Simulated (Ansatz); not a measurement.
In doubt: masses and optical values from hybrid runs of this build are listed as unsure (in some of the runs), which bears on the screening that GW takes from such a start.

Consider SrTiO3 (Tausonite).

```xyz
5
Lattice="3.9053 0.0000 0.0000 0.0000 3.9053 0.0000 0.0000 0.0000 3.9053" Properties=species:S:1:pos:R:3 pbc="T T T"
Sr    1.9526    1.9526    1.9526
Ti    0.0000    0.0000    0.0000
O     1.9526    0.0000    0.0000
O     0.0000    1.9526    0.0000
O     0.0000    0.0000    1.9526
```

The cell and positions come from the Crystallography Open Database and are kept as given unless a step says otherwise. PAW set soft_2, made with PBE.

Gaps computed with Ansatz 0.2.0 without a self-energy: HSE06 3.32 eV, r2SCAN 2.26 eV and PBE0 4.07 eV.

Question: What gap should G0W0 on HSE06 give (4×4×4 mesh, 177 empty bands, screening to 120 eV, default PAW files)?

About 3.71 eV: on its mesh the run moves the gap from 3.32 eV by +0.39 eV. Among the scalar-relativistic levels given, PBE0 is nearest (+0.36 eV). Bands and cutoff are finite, so the gap is not at the basis limit. The miss can reach some tenths of an eV and take either sign; the mesh is an error of its own. The 4×4×4 mesh is coarse for this cell (its supercell is 16 Å along the shortest edge). The RPA ε∞ on it, from the HSE06 start, is 4.57; such meshes misread the long-range screening, most where the gap is narrow. This is the ideal cubic cell; many perovskites, halides above all, are cubic only on average, and local tilts or off-centring can widen the gap. The many-body steps are scalar-relativistic: spin-orbit coupling is not in them.

[Paths, hosts, dates, memory and timing lines, banners, echoed tables and standing remarks are left out of the program output.]

[Logs are printed without paths, hosts, clocks, repeated set-up lines and the standing remarks that a program may print on its own settings, such as how far it seeks lower states.]

[Runs of the session that timed out or met a known fault of the program may be left out.]

[Cells called generated may have been cut or substituted from an entry of the Crystallography Open Database or the Materials Project.]

[Hosts, paths, dates, database ids (printed as entryN), source tags and the programs' standing remarks are cut or masked in the printed files.]
